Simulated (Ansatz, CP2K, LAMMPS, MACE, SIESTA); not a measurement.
## Ga2O3 with crystalline order left by the classical run (65 atoms): one structure in several programs

Aim: run Ga2O3 with crystalline order left by the classical run (65 atoms) in several programs and set results and cost side by side. A plane-wave run serves as the reference.

Program: Ansatz 0.2.0. Level of theory: Kohn-Sham DFT, PBE, PAW, plane waves. Values are calculated unless marked as measured.

### Step 1. The system as given

The cell holds 65 atoms: 26 Ga and 39 O. Its edges and angles: a = 8.770 Å, b = 8.770 Å, c = 8.770 Å, α = 90.0°, β = 90.0°, γ = 90.0°. 65 atoms (26 Fe, 39 O) placed at random at 4.44 g/cm³, melted at 5000 K for 10 ps at fixed volume with the Morse and Coulomb pair potential with partial charges (Pedone, Malavasi, Menziani, Cormack and Segre, J. Phys. Chem. B 110, 11780 (2006)). Quenched from 5000 K to 300 K at 100 K/ps and fixed volume, held 10 ps at zero pressure, then minimised at fixed cell. Then Fe was replaced by Ga and the cell scaled by 1.003 (the potential has no terms for the new elements, so the cell is a start for a DFT relaxation).

### Step 2. Reference: Ansatz, plane waves

The PAW files are the set soft_2.

input.yaml

```yaml
crystal:
  lattice:
    - [8.76953, 0.0, 0.0]
    - [0.0, 8.76953, 0.0]
    - [0.0, 0.0, 8.76953]
  atoms:
    - { symbol: Ga, position: [0.96483, 0.78028, 0.93761] }
    - { symbol: Ga, position: [0.20408, 0.34551, 0.18354] }
    - { symbol: Ga, position: [0.32938, 0.96499, 0.50674] }
    - { symbol: Ga, position: [0.85876, 0.14126, 0.91891] }
    [... 55 atom lines left out ...]
    - { symbol: O, position: [0.60252, 0.5562, 0.70623] }
    - { symbol: O, position: [0.32977, 0.53696, 0.22598] }
    - { symbol: O, position: [0.82327, 0.24739, 0.12542] }
    - { symbol: O, position: [0.57884, 0.85161, 0.81446] }
    - { symbol: O, position: [0.83847, 0.05194, 0.71154] }
    - { symbol: O, position: [0.03909, 0.57014, 0.79015] }
kpoints:
  mp_grid: { grid: [1, 1, 1] }
hamiltonian:
  xc: pbe
scf:
  occupations: { method: fermi_dirac, width: 0.05 }
output:
  forces: true
  eigenvalues: true
```

Launch:

```bash
ansatz run input.yaml --threads 8 --pin off --max-ram 31232MiB --backend cpu --events-out ev --progress --plain --runs-dir out
```

Log:

```text
[...]
Pseudopotentials: kind: paw
Pseudopotential: Ga, paw, valence charge 13, recommended cutoff 420 eV (normal), Ga.paw.azcp
Pseudopotential: O, paw, valence charge 6, recommended cutoff 420 eV (normal), O.paw.azcp
[... 5 lines on functional and potentials left out ...]
Crystal: 65 atoms, lattice volume = 674.418 Å³
Basis set: ecut = 420 eV, 13205 PW (Γ), exchange–correlation on 120×120×120 points (8 copies of the dense FFT grid, shifted against one another)
Bands: 351, of which v1, the nominal top of the filled ones, is band 286 counted from 1 (285 counted from 0)
Symmetry: 1 space group operations
Space group: P1 (ITA 1), of the structure as read, at distance tolerance 8.8e-5 Å
k-points: 1
[... 5 lines on functional and potentials left out ...]
Initial density: superposition of atomic densities (neutral atoms: chi_scale 0, normalization atom), corrected by the library's trained network
Initial wavefunctions: pseudopotential atomic-orbital guess
[...]
SCF iter   1: F=—  HF=-120498.980035 eV  |F-HF|=—  |Δ(HF+E_count)|=         —  Δρ=2.96e-3  dr2=8.50e-2  ethr=1.77e-3  ⟨swp⟩=5.0  Hψ=1176  notcnv=0  defer=56
preconditioner: auto → Resta (q_TF=auto, 2.654 Å⁻¹)  ε∞=4.8  [insulator: Δε(μ)=1.078 eV  Ē_g=17.622 eV  σ=0.050 eV  W_gap=1.00  n_scr=202 (ndim 8)  ℏωp=34.2 eV  f_vac=0.044  D(μ)=0.00/eV (n_scr^D=0)  ε∞_Penn≈4.8]
SCF iter   2: F=—  HF=-120498.964719 eV  |F-HF|=—  |Δ(HF+E_count)|=   1.53e-2  Δρ=1.60e-3  dr2=2.15e-2  ethr=1.49e-5  ⟨swp⟩=2.0  Hψ=691  notcnv=0  defer=56
SCF iter   3: F=—  HF=-120498.962973 eV  |F-HF|=—  |Δ(HF+E_count)|=   1.75e-3  Δρ=7.06e-4  dr2=6.24e-3  ethr=3.75e-6  ⟨swp⟩=2.0  Hψ=544  notcnv=0  defer=37
automatic band count: iteration 3 solves 332 bands in place of 351: the levels show a gap, and the empty bands left out lie too high to hold charge; the band table lists the bands solved (type scf.n_extra_bands for more)
SCF iter   4: F=—  HF=-120498.962156 eV  |F-HF|=—  |Δ(HF+E_count)|=   8.17e-4  Δρ=2.39e-4  dr2=4.10e-4  ethr=1.09e-6  ⟨swp⟩=2.0  Hψ=544  notcnv=0  defer=37
SCF iter   5: F=—  HF=-120498.962257 eV  |F-HF|=—  |Δ(HF+E_count)|=   1.00e-4  Δρ=1.56e-4  dr2=1.55e-4  ethr=7.18e-8  ⟨swp⟩=2.0  Hψ=577  notcnv=0  defer=37
[...]
SCF iter   9: F=—  HF=-120498.962102 eV  |F-HF|=—  |Δ(HF+E_count)|=   6.68e-7  Δρ=6.03e-6  dr2=2.09e-7  ethr=1.75e-11  ⟨swp⟩=17.0  Hψ=1582  notcnv=0
SCF iter  10: F=-120498.962102 eV  HF=-120498.962102 eV  |F-HF|=1.45e-8  |Δ(HF+E_count)|=   1.98e-9  Δρ=2.38e-6  dr2=3.93e-8  ethr=1.75e-11  ⟨swp⟩=4.0  Hψ=1156  notcnv=0
SCF 1 converged in 10 iterations: F = -120498.962102 eV  dr2 = 3.93e-8
[...]
SCF converged after 10 iterations
Free energy (F): -120498.962102 eV
Harris-Foulkes:  -120498.962102 eV  (|F-HF|=1.45e-8)
Internal energy: -120498.961956 eV  (E = F + TS)
E sigma→0 (E₀):  -120498.962029 eV
Entropy (-TS):   -0.000146 eV (-0.002 meV/atom)
Fermi energy:    9.823009 eV
--- Per-component energies (eV) ---
[...]
Σ components = -120498.962102   (vs F -120498.962102, Δ=0.00e0)
--- Forces (eV/Å), atoms counted from 1 ---
  atom   1  Ga     0.73427243     0.02438490     0.77232473
  atom   2  Ga    -0.52202540    -0.01376343    -0.13935012
  atom   3  Ga    -0.82791320     0.12944566    -0.19385828
  atom   4  Ga     0.35868707    -0.01897170    -0.07790919
[...]
atom  65  O      0.32849776    -0.09176767    -0.20740057
  max |Σ_I F_I| component: 1.68e-4 eV/Å
--- Band table (eV) ---
  k-point 0: bands = ["-11.0058", "-10.4259", "-10.3412", "-10.3017", [... 316 levels ...], "17.0796", "17.2560", "17.4612", "17.4847", "17.6860", "17.7987", "17.8395", "17.9912", "18.0669", "18.0944", "18.1485", "18.2431"]
```

The job ended after 7.9 s (8 threads of Arm Neoverse N1, shared host; peak memory 1 GiB).

Reading the cycles: dr2 is the Hartree energy of the density residual (eV), the measure of convergence; HF is the Harris–Foulkes estimate of the energy, which meets the free energy F at convergence.

The run gave:

| Quantity | Value |
| --- | --- |
| free energy | -120498.9621 eV |
| free energy per atom | -1853.8302 eV/atom |
| SCF cycles | 10 |
| r.m.s. force component | 0.3945 eV/Å |
| longest force | 1.496 eV/Å |
| Fermi energy | 9.823 eV |
| gap (highest filled to lowest empty level) | 0.9583 eV |

Neighbours are counted within 2.48 Å (O-Ga).

Length of the force by element and coordination:

| element | coordination | atoms | mean length of the force (eV/Å) | spread | least | most |
| --- | --- | --- | --- | --- | --- | --- |
| Ga | all | 26 | 0.740 | 0.343 | 0.175 | 1.50 |
| Ga | 4 | 3 | 1.07 | 0.582 | 0.246 | 1.50 |
| Ga | 5 | 7 | 0.833 | 0.246 | 0.540 | 1.28 |
| Ga | 6 | 16 | 0.638 | 0.258 | 0.175 | 0.974 |
| O | all | 39 | 0.537 | 0.214 | 0.194 | 1.11 |
| O | 3 | 15 | 0.505 | 0.207 | 0.217 | 1.11 |
| O | 4 | 22 | 0.572 | 0.219 | 0.194 | 1.01 |
| O | 5 | 2 | 0.396 | 0.0863 | 0.310 | 0.482 |

The levels nearest the highest filled one (over half full), pooled over k-points and spins:

| level less the highest filled one (eV) | occupation |
| --- | --- |
| -1.02 | 2 |
| -0.926 | 2 |
| -0.758 | 2 |
| -0.746 | 2 |
| -0.506 | 2 |
| 0 | 2 |
| 0.958 | 0 |
| 2.85 | 0 |
| 3.78 | 0 |
| 3.98 | 0 |
| 4.04 | 0 |
| 4.20 | 0 |

### Step 3. The ladder

The programs:
- CP2K 2026.2: Gaussian basis with GTH pseudopotentials and a plane-wave density; labels give functional, basis (MOLOPT sets; SR short-range, UZH the newer set with its own potentials), grid cutoff/relative cutoff and solver (OT: orbital transformation; TRS4, TC2, SIGN: linear-scaling purification with its sparsity filter), or its built-in tight binding.
- MACE: machine-learned potential, published weights.
- SIESTA 5.4.2: numerical atomic orbitals, whose automatically made sets are far from complete, with PseudoDojo norm-conserving potentials that we converted to its format (checked against plane waves on the same files for H, C, O, Si, Ge and Ca alone); labels give functional, basis size, energy shift and mesh cutoff.

All use the same cell and atoms; the electronic-structure runs use the same k-mesh, and an electronic temperature of 580 K (0.05 eV) where levels are smeared.

Differences are against the plane-wave reference, forces as r.m.s. over components; share is that over the reference's r.m.s. force, slope the least-squares factor from reference forces to these. Total energies of different programs have different zeros and aren't compared.

| run | Δ force, r.m.s. (meV/Å) | share (%) | slope | Δ gap (eV) | cores | CPU time | memory (GiB) |
| --- | --- | --- | --- | --- | --- | --- | --- |
| reference | - | - | - | - | 8 | 53 s | 1.0 |
| CP2K PBE, DZVP-MOLOPT-SR, 600/40 Ry, OT DIIS | 73.6 | 18.7 | 0.989 | -0.086 | 4 | 18 min | 2.8 |
| CP2K PBE, SZV-MOLOPT-SR, 600/40 Ry, OT DIIS (coarse) | 237 | 60.1 | 0.924 | -0.629 | 4 | 7.7 min | 1.9 |
| MACE MP-0b2 small potential | 98.8 | 25.0 | 0.839 | - | 4 | 10 s | 0.67 |
| SIESTA PBE, DZP, shift 0.01 Ry, mesh 350 Ry | 133 | 33.6 | 1.022 | -0.174 | 4 | 8.9 min | 1.7 |
| SIESTA PBE, SZ, shift 0.02 Ry, mesh 350 Ry (coarse) | 231 | 58.6 | 0.976 | -0.445 | 4 | 90 s | 0.97 |

Rows marked coarse use a setting chosen to be so.

Times of the machine-learned potentials are mostly Python's start and the loading of weights.

CPU time is summed over cores on a shared host, where runs went side by side, so it is rough. Symmetry, cutoffs, thresholds, outputs and thread counts weren't matched or tuned between programs; memory under MPI is the largest rank's times the ranks.

Left out of the table, since they converged to an unphysical state: CP2K PBE, SZV-MOLOPT-SR, 600/40 Ry, TC2 filter 1e-06, SCF 1e-06 (forces off by up to 621 eV/Å).

Mean charges by element (e), by run and scheme:

| run | scheme | Ga | O |
| --- | --- | --- | --- |
| CP2K PBE, DZVP-MOLOPT-SR, 600/40 Ry, OT DIIS | Mulliken | +0.84 | -0.56 |
| CP2K PBE, DZVP-MOLOPT-SR, 600/40 Ry, OT DIIS | Hirshfeld | +0.47 | -0.31 |
| SIESTA PBE, DZP, shift 0.01 Ry, mesh 350 Ry | Hirshfeld | +0.41 | -0.28 |

### Step 4. Results

* reference r.m.s. force component: 0.395 eV/Å
* nearest in forces: CP2K PBE, DZVP-MOLOPT-SR, 600/40 Ry, OT DIIS, 19 %
* farthest in forces: CP2K PBE, SZV-MOLOPT-SR, 600/40 Ry, OT DIIS (coarse), 60 %
* cheapest electronic-structure run beside the reference: SIESTA PBE, SZ, shift 0.02 Ry, mesh 350 Ry, 90 s of CPU time

What this shows: The PBE runs in local orbitals, coarse settings apart, differ by 19 % (CP2K PBE, DZVP-MOLOPT-SR, 600/40 Ry, OT DIIS) to 34 % (SIESTA PBE, DZP, shift 0.01 Ry, mesh 350 Ry); basis, grid and potentials can all enter. Machine-learned potentials differ by 25 % (MACE MP-0b2 small potential); they were trained on other programs' data. Among those trained on PBE data the slope goes as low as 0.84. Runs with settings chosen to be coarse differ by 59 % (SIESTA PBE, SZ, shift 0.02 Ry, mesh 350 Ry) to 60 % (CP2K PBE, SZV-MOLOPT-SR, 600/40 Ry, OT DIIS), their programs' other errors included. None of the electronic-structure runs in the table takes under half the reference's CPU time of 53 s; they take 1.7 to 21 times as much. At the same functional, gaps differ from the reference's 0.958 eV by between -0.63 and -0.09 eV. Charges hang on scheme and program or settings: among these rows the mean for Ga runs from +0.41 to +0.84 e. In the reference: filled and empty levels are parted by 0.958 eV (at Γ alone); a semilocal functional tends to put such gaps too low. In a disordered cell it changes from sample to sample, and tail or defect levels can set it. Machine-learned potentials mimic data converged in k, so the reference's own k-point error enters their differences. The quench rate of 100 K/ps is many orders above laboratory rates, so the cell is likely richer in defects and strain than a real sample. The network of bonds at the start is that of the classical potential that made the cell, and needn't be the one that DFT or experiment would give. The electronic-structure runs sample only Γ, in a cell whose shortest periodic width is 9 Å.

[Long decimals in the printed logs are rounded to 6 places.]

[Also dropped from logs without a mark: lines with file paths, logging warnings of Python, QE's lines on negative density and diagonalisation, SIESTA's first energy breakdown, zero terms and Voronoi charges.]

[Logs are printed without paths, hosts, clocks, repeated set-up lines and the standing remarks that a program may print on its own settings, such as how far it seeks lower states.]

[Hosts, paths, dates, database ids (printed as entryN), source tags and the programs' standing remarks are cut or masked in the printed files.]

[Not all failed runs are listed: runs killed by the host, ended in a Python traceback or in CONQUEST's support-function errors, and SIESTA runs with faulty potentials for Cu, Fe, Ni or Zn are left out.]
